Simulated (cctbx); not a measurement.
# Lattice, Laue class and space group of a new crystal

Cell: a = 8.0950 Å, b = 8.2030 Å, c = 11.3450 Å, α = 90.00°, β = 90.00°, γ = 90.00°. Expected content of the cell: Ta24 Rh4 Cu12 Cr8 N4 C4.

The data are simulated with cctbx, not measured: Cu Kα, λ = 1.54184 Å, to d = 0.83 Å, 70 % of the full sphere, strongest reflection 40000 counts, noise from counting, a 3 % proportional error and a noise floor of 4 counts (s.d.); no absorption, some extinction.

A first pass over the reflections prints:

```text
3830 reflections to d = 0.830 A
centring   violations  <I/sigma> of those
    A        874 of  1916      9.7
    B        878 of  1925      9.4
    C        928 of  1913     10.9
    I          0 of  1935      0.0
    R       1174 of  2565      9.5
    F       1340 of  2877     10.0
Laue class    unique    Rint  (classes that these axes allow; Friedel mates merged)
I 1 2/m 1         723   0.027
I 1 1 2/m         715   0.027
I 2/m 1 1         723   0.027
I m m m           416   0.029
space group    extra absences  I>4sigma  <I/sigma>
I 2 2 2                 0          0         -  acentric
I 21 21 21              0          0         -  acentric
I m m 2                 0          0         -  acentric
I 2 m m                 0          0         -  acentric
I m 2 m                 0          0         -  acentric
I m m m                 0          0         -  centric
Wilson B = 1.39 A^2   <|E^2-1|> = 0.979 (0.968 centric, 0.736 acentric)   E^2>4: 4.3 %
shell (A)         n   <I/sigma>
 6.65 - 1.65     61     29.8
 1.65 - 1.32     59     36.1
 1.32 - 1.15     46     32.0
 1.15 - 1.05     54     36.1
 1.05 - 0.97     51     28.7
 0.97 - 0.91     50     43.0
 0.91 - 0.87     49     27.1
 0.87 - 0.83     46     40.7
```

**Question.** What are the lattice type, the Laue class and the likely space group?

The reflections that I centring forbids are absent (⟨I/σ⟩ near 0), so the lattice is I.

Rint stays low (0.027 to 0.029) up to I m m m, the highest class in these axes.

6 settings pass the absence test. No glide or screw absences show, which leaves I 2 2 2, I 21 21 21, I m m 2, I 2 m m, I m 2 m and I m m m.

⟨|E²−1|⟩ = 0.979 leans to a centrosymmetric structure. Here that hint misleads: the statistic assumes many like atoms on general positions, and few, heavy or special-position atoms break it. The Wilson B of 1.39 Å² means U ≈ 0.0176 Å².

The true group is Imm2 (no. 44), Laue class mmm, non-centrosymmetric. The tables only narrow the choice to the tied entries; cell content, site symmetry and trial solutions must settle it.

This is a model crystal, built by substitution and not relaxed, with assumed displacement parameters.

[Logs are printed without paths, hosts, clocks, repeated set-up lines and the standing remarks that a program may print on its own settings, such as how far it seeks lower states.]
